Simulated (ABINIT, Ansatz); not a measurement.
# PbS2 (Fm-3m): zone-centre phonons, part 2 of 2

Wanted: the vibrations of PbS2 (Fm-3m) at Γ, by two programs.

ABINIT 10.8.3; DFT LDA, scalar-relativistic, plane waves, HGH norm-conserving pseudopotentials.

So far. Step 2 (Relaxing the cell and atoms): The volume changes by -0.3 % from the cell with which this run began. Step 4 (Zone-centre response): The acoustic modes at Γ come out as far as 2.7 cm⁻¹ from zero, where they should vanish, a small numerical error. The relaxed cell has a = 6.584 Å (conventional setting).

The structure was built from a prototype and need not be the compound's stable phase.

**5. Modes with the sum rule**

anaddb reads the merged derivatives and imposes the acoustic sum rule.

Contents of anaddb.abi:

```
ddb_filepath "gamma_DDB"
output_file "anaddb.abo"
outdata_prefix "anaddb"
asr 1
chneut 1
enunit 2
eivec 1
nph1l 1
qph1l 0.0 0.0 0.0 1.0
```

Contents of mrgddb.in:

```
gamma_DDB
merged
2
dfpt_gammao_DDB
gso_DDB
```

Started as:

```bash
mrgddb < mrgddb.in > mrgddb.log
OMP_NUM_THREADS=1 anaddb anaddb.abi > anaddb.log
```

anaddb.abo, the main output file:

```text
-outvars_anaddb: echo values of input variables ----------------------

 Miscellaneous information :
      enunit         2
       eivec         1
         asr         1
 First list of wavevector (reduced coord.) :
       nph1l         1
       qph1l
                     0.00000000E+00  0.00000000E+00  0.00000000E+00    1.000E+00

================================================================================

 read the DDB information and perform some checks

  ==== Info on the Cryst% object ====
 Real(R)+Recip(G) space primitive vectors, cartesian coordinates (Bohr,Bohr^-1):
 R(1)=  0.0000000  6.2212555  6.2212555  G(1)= -0.0803696  0.0803696  0.0803696
 R(2)=  6.2212555  0.0000000  6.2212555  G(2)=  0.0803696 -0.0803696  0.0803696
 R(3)=  6.2212555  6.2212555  0.0000000  G(3)=  0.0803696  0.0803696 -0.0803696
 Unit cell volume ucvol=  4.8157518E+02 bohr^3
 Angles (23,13,12)=  6.00000000E+01  6.00000000E+01  6.00000000E+01 degrees
 Time-reversal symmetry is present
 Reduced atomic positions [iatom, xred, symbol]:
    1)    0.0000000  0.0000000  0.0000000  Pb
    2)    0.2500000  0.2500000  0.2500000   S
    3)    0.7500000  0.7500000  0.7500000   S

 DDB file with 3 blocks has been read.

================================================================================

 Treat the first list of vectors

  Phonon wavevector (reduced coordinates) :  0.00000  0.00000  0.00000
 Phonon energies in Hartree :
  -1.009841E-08  0.000000E+00  0.000000E+00  5.184449E-04  5.184449E-04
   5.184449E-04  7.169384E-04  7.169384E-04  7.169384E-04
 Phonon energies in meV     :
- -2.747918E-04  0.000000E+00  0.000000E+00  1.410760E+01  1.410760E+01
-  1.410760E+01  1.950889E+01  1.950889E+01  1.950889E+01
 Phonon frequencies in cm-1    :
- -2.216345E-03  0.000000E+00  0.000000E+00  1.137855E+02  1.137855E+02
-  1.137855E+02  1.573498E+02  1.573498E+02  1.573498E+02
 Phonon frequencies in Thz     :
- -6.644436E-05  0.000000E+00  0.000000E+00  3.411203E+00  3.411203E+00
-  3.411203E+00  4.717228E+00  4.717228E+00  4.717228E+00
 Phonon energies in Kelvin  :
- -3.188826E-03  0.000000E+00  0.000000E+00  1.637119E+02  1.637119E+02
-  1.637119E+02  2.263912E+02  2.263912E+02  2.263912E+02

 Eigendisplacements
 (will be given, for each mode : in cartesian coordinates
   for each atom the real part of the displacement vector,
   then the imaginary part of the displacement vector - absolute values smaller than 1.0d-7 are set to zero)
  Mode number    1   Energy   -1.009841E-08
 Attention : low frequency mode.
   (Could be unstable or acoustic mode)
-  1  0.00000000E+00  0.00000000E+00 -1.42188545E-03
-     0.00000000E+00  0.00000000E+00  0.00000000E+00
-  2  0.00000000E+00  0.00000000E+00 -1.42195237E-03
-     0.00000000E+00  0.00000000E+00  0.00000000E+00
-  3  0.00000000E+00  0.00000000E+00 -1.42195237E-03
-     0.00000000E+00  0.00000000E+00  0.00000000E+00
  Mode number    2   Energy    0.000000E+00
 Attention : low frequency mode.
   (Could be unstable or acoustic mode)
-  1  0.00000000E+00  1.42188545E-03  0.00000000E+00
-     0.00000000E+00  0.00000000E+00  0.00000000E+00
-  2  0.00000000E+00  1.42195237E-03  0.00000000E+00
-     0.00000000E+00  0.00000000E+00  0.00000000E+00
-  3  0.00000000E+00  1.42195237E-03  0.00000000E+00
-     0.00000000E+00  0.00000000E+00  0.00000000E+00
  Mode number    3   Energy    0.000000E+00
 Attention : low frequency mode.
   (Could be unstable or acoustic mode)
-  1  1.42188545E-03  0.00000000E+00  0.00000000E+00
-     0.00000000E+00  0.00000000E+00  0.00000000E+00
-  2  1.42195237E-03  0.00000000E+00  0.00000000E+00
-     0.00000000E+00  0.00000000E+00  0.00000000E+00
-  3  1.42195237E-03  0.00000000E+00  0.00000000E+00
-     0.00000000E+00  0.00000000E+00  0.00000000E+00
  Mode number    4   Energy    5.184449E-04
-  1  0.00000000E+00  0.00000000E+00  7.91093044E-04
-     0.00000000E+00  0.00000000E+00  0.00000000E+00
-  2  0.00000000E+00  0.00000000E+00 -2.55577191E-03
-     0.00000000E+00  0.00000000E+00  0.00000000E+00
-  3  0.00000000E+00  0.00000000E+00 -2.55577191E-03
-     0.00000000E+00  0.00000000E+00  0.00000000E+00
  Mode number    5   Energy    5.184449E-04
-  1  0.00000000E+00 -7.91093044E-04  0.00000000E+00
-     0.00000000E+00  0.00000000E+00  0.00000000E+00
-  2  0.00000000E+00  2.55577191E-03  0.00000000E+00
-     0.00000000E+00  0.00000000E+00  0.00000000E+00
-  3  0.00000000E+00  2.55577191E-03  0.00000000E+00
-     0.00000000E+00  0.00000000E+00  0.00000000E+00
  Mode number    6   Energy    5.184449E-04
-  1  7.91093044E-04  0.00000000E+00  0.00000000E+00
-     0.00000000E+00  0.00000000E+00  0.00000000E+00
-  2 -2.55577191E-03  0.00000000E+00  0.00000000E+00
-     0.00000000E+00  0.00000000E+00  0.00000000E+00
-  3 -2.55577191E-03  0.00000000E+00  0.00000000E+00
-     0.00000000E+00  0.00000000E+00  0.00000000E+00
  Mode number    7   Energy    7.169384E-04
-  1  0.00000000E+00  0.00000000E+00  0.00000000E+00
-     0.00000000E+00  0.00000000E+00  0.00000000E+00
-  2  0.00000000E+00  0.00000000E+00  2.92470830E-03
-     0.00000000E+00  0.00000000E+00  0.00000000E+00
-  3  0.00000000E+00  0.00000000E+00 -2.92470830E-03
-     0.00000000E+00  0.00000000E+00  0.00000000E+00
  Mode number    8   Energy    7.169384E-04
-  1  0.00000000E+00  0.00000000E+00  0.00000000E+00
-     0.00000000E+00  0.00000000E+00  0.00000000E+00
-  2  0.00000000E+00 -2.92470830E-03  0.00000000E+00
-     0.00000000E+00  0.00000000E+00  0.00000000E+00
-  3  0.00000000E+00  2.92470830E-03  0.00000000E+00
-     0.00000000E+00  0.00000000E+00  0.00000000E+00
  Mode number    9   Energy    7.169384E-04
-  1  0.00000000E+00  0.00000000E+00  0.00000000E+00
-     0.00000000E+00  0.00000000E+00  0.00000000E+00
-  2  2.92470830E-03  0.00000000E+00  0.00000000E+00
-     0.00000000E+00  0.00000000E+00  0.00000000E+00
-  3 -2.92470830E-03  0.00000000E+00  0.00000000E+00
-     0.00000000E+00  0.00000000E+00  0.00000000E+00

 Analysis of degeneracies and characters (maximum tolerance=1.00E-06 a.u.)
 For each vibration mode, or group of modes if degenerate,
 the characters are given for each symmetry operation (see the list in the log file).
 Symmetry characters of vibration mode #   1
       degenerate with vibration modes #   2 to    3
  3.0 -3.0 -1.0  1.0 -1.0  1.0 -1.0  1.0  1.0 -1.0 -1.0  1.0  1.0 -1.0 -1.0  1.0
  0.0 -0.0 -0.0  0.0 -0.0  0.0 -0.0  0.0  1.0 -1.0 -1.0  1.0 -1.0  1.0  1.0 -1.0
  0.0 -0.0 -0.0  0.0  0.0 -0.0  0.0 -0.0  1.0 -1.0  1.0 -1.0 -1.0  1.0 -1.0  1.0
 Symmetry characters of vibration mode #   4
       degenerate with vibration modes #   5 to    6
  3.0 -3.0 -1.0  1.0 -1.0  1.0 -1.0  1.0  1.0 -1.0 -1.0  1.0  1.0 -1.0 -1.0  1.0
 -0.0  0.0 -0.0  0.0  0.0 -0.0 -0.0  0.0  1.0 -1.0 -1.0  1.0 -1.0  1.0  1.0 -1.0
  0.0 -0.0  0.0 -0.0 -0.0  0.0 -0.0  0.0  1.0 -1.0  1.0 -1.0 -1.0  1.0 -1.0  1.0
 Symmetry characters of vibration mode #   7
       degenerate with vibration modes #   8 to    9
  3.0  3.0 -1.0 -1.0 -1.0 -1.0 -1.0 -1.0  1.0  1.0 -1.0 -1.0  1.0  1.0 -1.0 -1.0
 -0.0 -0.0  0.0  0.0 -0.0 -0.0  0.0  0.0  1.0  1.0 -1.0 -1.0 -1.0 -1.0  1.0  1.0
 -0.0 -0.0 -0.0 -0.0  0.0  0.0  0.0  0.0  1.0  1.0  1.0  1.0 -1.0 -1.0 -1.0 -1.0
-
```

It took 0.55 s on 1 thread of Arm Neoverse N1, shared host.

This step gave:

* highest optical zone-centre mode (no LO-TO term): 157.3 cm⁻¹
* lowest optical zone-centre mode: 113.8 cm⁻¹

No LO-TO term; unit eigenvectors of the mass-weighted matrix, from anaddb's displacements. Modes at Γ, with each element's share of the kinetic energy:

```
mode  frequency (cm⁻¹)  symmetry  Pb %  S %
   1               0.0  acoustic    76   24
   2               0.0  acoustic    76   24
   3               0.0  acoustic    76   24
   4             113.8       T1u    24   76
   5             113.8       T1u    24   76
   6             113.8       T1u    24   76
   7             157.3       T2g     0  100
   8             157.3       T2g     0  100
   9             157.3       T2g     0  100
```

Displacements in mode 6 (113.8 cm⁻¹), the largest set to 1:
```
Pb1  0.31  0.00  0.00
S2  -1.00  0.00  0.00
S3  -1.00  0.00  0.00
```

Displacements in mode 9 (157.3 cm⁻¹), the largest set to 1:
```
Pb1  0.00  0.00  0.00
S2   1.00  0.00  0.00
S3  -1.00  0.00  0.00
```

The rule moves no optical mode by more than 0.2 cm⁻¹.

**6. Cross-check with Ansatz**

The same cell goes through another code, with its own cutoff. The potentials differ.

This step: DFT LDA, scalar-relativistic, plane waves, PseudoDojo norm-conserving pseudopotentials (Ansatz 0.2.0).

Contents of input.yaml:

```yaml
crystal:
  lattice:
    - [0.0, 3.2921466079, 3.2921466079]
    - [3.2921466079, 0.0, 3.2921466079]
    - [3.2921466079, 3.2921466079, 0.0]
  atoms:
    - { symbol: Pb, position: [0.0, 0.0, 0.0] }
    - { symbol: S, position: [0.25, 0.25, 0.25] }
    - { symbol: S, position: [0.75, 0.75, 0.75] }
kpoints:
  mp_grid: { grid: [8, 8, 8] }
hamiltonian:
  xc: lda
  pseudopotentials: { kind: nc, accuracy: standard }
scf:
  occupations: { method: fermi_dirac, width: 0.27211 }
output:
  eigenvalues: true
phonons:
  method: dfpt
```

Started as:

```bash
ansatz run input.yaml --threads 2 --pin off --max-ram 4096MiB --backend cpu --events-out ev --progress --plain --runs-dir out
```

Log:

```text
band count auto-derived: 18 (N_el = 26.0; filled up to band 13; 17 by the electrons, moments and atoms)
zone centre: on kpoints.mp_grid the ground state, and the responses unless they are solved on pairs of k-points, stand on 59 of the mesh's 512 k-points, reduced under 8 symmetry operations, with k and −k counted as one. Each operation leaves every solved displacement unchanged or reverses it
Engine: ansatz 0.2.0, aarch64-unknown-linux-gnu
Pseudopotentials: kind: nc
Pseudopotential: Pb, nc, valence charge 14, recommended cutoff 761.918815 eV (normal), Pb.nc.azcp (PseudoDojo's, or run here from an input of PseudoDojo's; its table is named by hamiltonian.pseudopotentials.accuracy)
Pseudopotential: S, nc, valence charge 6, recommended cutoff 734.707429 eV (normal), S.nc.azcp (PseudoDojo's, or run here from an input of PseudoDojo's; its table is named by hamiltonian.pseudopotentials.accuracy)
Functional definition: SPW92
  exchange = slater_x
  correlation = pw_c
Crystal: 3 atoms, lattice volume = 71.362 Å³
Basis set: ecut = 761.918815 eV, 3479 PW (Γ), exchange–correlation on 90×90×90 points (8 copies of the dense FFT grid, shifted against one another)
Bands: 18, of which v1, the nominal top of the filled ones, is band 13 counted from 1 (12 counted from 0)
Symmetry: 48 space group operations
k-points: 59 of 512 (irreducible under 8 space group operations, time reversal used)
Non-local potential: Pb, projectors of the file, l = 0: 2, l = 1: 2, l = 2: 2
Non-local potential: S, projectors of the file, l = 0: 2, l = 1: 2, l = 2: 2
Initial density: superposition of atomic densities (chi_scale 0.1, normalization cell, long waves kept (reshape's long-wave potential 0.00 eV rms))
Initial wavefunctions: pseudopotential atomic-orbital guess
Functional: x = slater, c = lda
SCF iter   1: F=—  HF=-2513.450247 eV  |F-HF|=—  |Δ(HF+E_count)|=         —  Δρ=1.89e-2  dr2=3.90e-1  ethr=3.10e-3  ⟨swp⟩=6.2  Hψ=5963  notcnv=0
preconditioner: auto → LDOS  [metal: Δε(μ)=0.018 eV  Ē_g=13.738 eV  σ=0.272 eV  W_gap=0.02  n_scr=14 (ndim 8)  ℏωp=22.4 eV  f_vac=0.020  D(μ)=3.13/eV (n_scr^D=26)  β→1.0]
SCF iter   2: F=—  HF=-2513.347059 eV  |F-HF|=—  |Δ(HF+E_count)|=   1.03e-1  Δρ=4.91e-3  dr2=3.28e-2  ethr=1.50e-3  ⟨swp⟩=1.0  Hψ=1534  notcnv=0
SCF iter   3: F=—  HF=-2513.336946 eV  |F-HF|=—  |Δ(HF+E_count)|=   1.01e-2  Δρ=8.48e-4  dr2=4.02e-4  ethr=1.26e-4  ⟨swp⟩=2.8  Hψ=1842  notcnv=0
SCF iter   4: F=—  HF=-2513.336859 eV  |F-HF|=—  |Δ(HF+E_count)|=   8.73e-5  Δρ=9.64e-5  dr2=5.72e-6  ethr=1.55e-6  ⟨swp⟩=2.5  Hψ=1651  notcnv=0
SCF iter   5: F=—  HF=-2513.336852 eV  |F-HF|=—  |Δ(HF+E_count)|=   7.06e-6  Δρ=1.03e-5  dr2=4.45e-8  ethr=2.20e-8  ⟨swp⟩=2.2  Hψ=1867  notcnv=0
SCF iter   6: F=—  HF=-2513.336907 eV  |F-HF|=—  |Δ(HF+E_count)|=   5.53e-5  Δρ=1.56e-6  dr2=1.03e-9  ethr=1.71e-10  ⟨swp⟩=2.6  Hψ=1975  notcnv=0
SCF iter   7: F=—  HF=-2513.336907 eV  |F-HF|=—  |Δ(HF+E_count)|=  1.42e-10  Δρ=3.05e-7  dr2=4.07e-11  ethr=3.95e-12  ⟨swp⟩=2.4  Hψ=1907  notcnv=0
SCF iter   8: F=-2513.336907 eV  HF=-2513.336907 eV  |F-HF|=9.09e-13  |Δ(HF+E_count)|=  1.86e-11  Δρ=2.54e-8  dr2=2.74e-13  ethr=1.00e-12  ⟨swp⟩=9.2  Hψ=7233  notcnv=0
SCF 1 converged in 8 iterations: F = -2513.336907 eV  dr2 = 2.74e-13
DFPT response loops at Γ: preconditioner auto → Kerker (q_TF=auto, 2.306 Å⁻¹) (partly filled bands, converged f_vac=0.040); β = 1.00, the filter's whole step (`scf.mixing.beta` (0.50) is not read by the response loops under this deck's `scf.mixing.preconditioner`; to damp them name `kerker` or `kerker_dos`, under which they read `scf.mixing.beta`, and type it under 1.00, their step now; both keys bind the ground state too); Broyden in place of MSR1
SCF converged after 8 iterations
Free energy (F): -2513.336907 eV
Harris-Foulkes:  -2513.336907 eV  (|F-HF|=9.09e-13)
Internal energy: -2512.630157 eV  (E = F + TS)
E sigma→0 (E₀):  -2512.983532 eV
Entropy (-TS):   -0.706750 eV (-235.583 meV/atom)
Fermi energy:    7.106406 eV
--- Per-component energies (eV) ---
  E_band       = -59.905950
  E_kinetic    = 1150.004859
  E_local      = -1416.867925  (includes V_loc(G=0)·N_el)
  E_nonlocal   = -306.368271
  E_hartree    = 493.121921
  E_xc         = -708.473674
  E_vxc        = -472.918470  (∫ρ·V_xc dr)
  E_ewald      = -1724.047067
  E_smearing   = -0.706750  (= −TS)
  E_closure    = -0.000000  (closes the sum)
  Σ components = -2513.336907   (vs F -2513.336907, Δ=0.00e0)
--- Band table (eV; the first three rows and the last of 59) ---
  k-point 0: bands = [... 9 lower, 4.6874, 4.6874, 5.8820, 5.8820, 5.8820, 9.6204, 9.6204, 9.6204, ... 1 higher]
  k-point 1: bands = [... 9 lower, 4.5883, 4.5883, 5.8229, 5.8229, 6.6326, 9.8399, 9.8663, 9.8663, ... 1 higher]
  k-point 2: bands = [... 9 lower, 4.3888, 4.3888, 5.6529, 5.6529, 7.3979, 10.5530, 10.5530, 10.8673, ... 1 higher]
  k-point 58: bands = [... 9 lower, 4.5784, 4.5784, 6.7572, 7.3886, 7.5232, 11.4859, 12.5458, 12.5458, ... 1 higher]
--- Phonons (Γ-DFPT): 2 representative perturbations + reference, on 59 of 512 k-points (Σ response iterations 6) ---
  k mesh reduced under 8 symmetry operations, with k and −k counted as one. Each operation leaves every solved displacement unchanged or reverses it
  ASR residual: 4.884e-5 → 0.000e0 eV/Å²; symmetrization residual: 6.730e-6 eV/Å²
  ASR residual per site (eV/Å²): 2.30e-5 4.88e-5 4.88e-5
  Γ frequencies (cm⁻¹): 0.00 0.00 0.00 130.04 130.04 130.04 160.82 160.82 160.82
  non-analytic LO–TO correction: not included (Born effective charges unavailable; polar crystals: no LO–TO splitting at Γ)
```

It took 44 s on 2 threads; peak memory 0.77 GiB; 87 s of CPU time.

Numbers from this step:

```
sum-rule residual before enforcement             : 4.88e-5 eV/Å²
highest optical zone-centre mode (no LO-TO term) : 160.8 cm⁻¹
lowest optical zone-centre mode                  : 130.0 cm⁻¹
```

**7. The two compared: ABINIT HGH and Ansatz, PseudoDojo**

Numbers from this step:

```
root-mean-square difference : 11.72 cm⁻¹
largest difference          : 16.2 cm⁻¹
```

Optical modes, paired by symmetry label. Frequencies side by side, by row:

```
q (reciprocal lattice)  mode  ABINIT HGH (cm⁻¹)  Ansatz, PseudoDojo (cm⁻¹)
                 0 0 0     4              113.8                        130
                 0 0 0     5              113.8                        130
                 0 0 0     6              113.8                        130
                 0 0 0     7              157.3                      160.8
                 0 0 0     8              157.3                      160.8
                 0 0 0     9              157.3                      160.8
```

At the zone centre the largest difference (acoustic modes at Γ apart) is 10 % of the highest mode.

**8. Results**

| Property | Result |
| --- | --- |
| space group after relaxation | Fm-3m |
| volume per atom | 23.8 Å³ |
| highest optical zone-centre mode (no LO-TO term) | 157.3 cm⁻¹ |
| lowest optical zone-centre mode | 113.8 cm⁻¹ |
| imaginary optical modes at the zone centre (no q mesh in this session) | none |
| largest difference from Ansatz, PseudoDojo | 16.2 cm⁻¹ |

In words: At the LDA level the optical modes of PbS2 (Fm-3m) at the zone centre run from 114 to 157 cm⁻¹. On other potentials, and in a cell that was not relaxed for them, the second run differs strongly on some modes. ABINIT HGH and Ansatz, PseudoDojo differ by 11.7 cm⁻¹ in the root mean square and by 16.2 cm⁻¹ at most, 10.3 % of the highest mode compared (acoustic modes at Γ left out); the two use different potentials, and the cell was not relaxed for the second set. These are harmonic frequencies: anharmonic shifts and widths and the lattice's thermal expansion are left out. The Fermi-Dirac smearing of 0.01 Ha is an electronic temperature of 3158 K, which adds a pressure of its own and can shift the volume and soft modes. Spin-orbit coupling is left out, which can matter for the heavy elements here. The HGH files keep few electrons and have no core correction, which is cheap but rough for Pb. In a metal the frequencies hang on the k mesh and the smearing, most of all near Kohn anomalies. The structure is a hypothetical one, built on a prototype.

[Host names and launcher messages were left out of these logs when they were recorded.]

[Logs are printed without paths, hosts, clocks, repeated set-up lines and the standing remarks that a program may print on its own settings, such as how far it seeks lower states.]

[Hosts, paths, dates, database ids (printed as entryN), source tags and the programs' standing remarks are cut or masked in the printed files.]
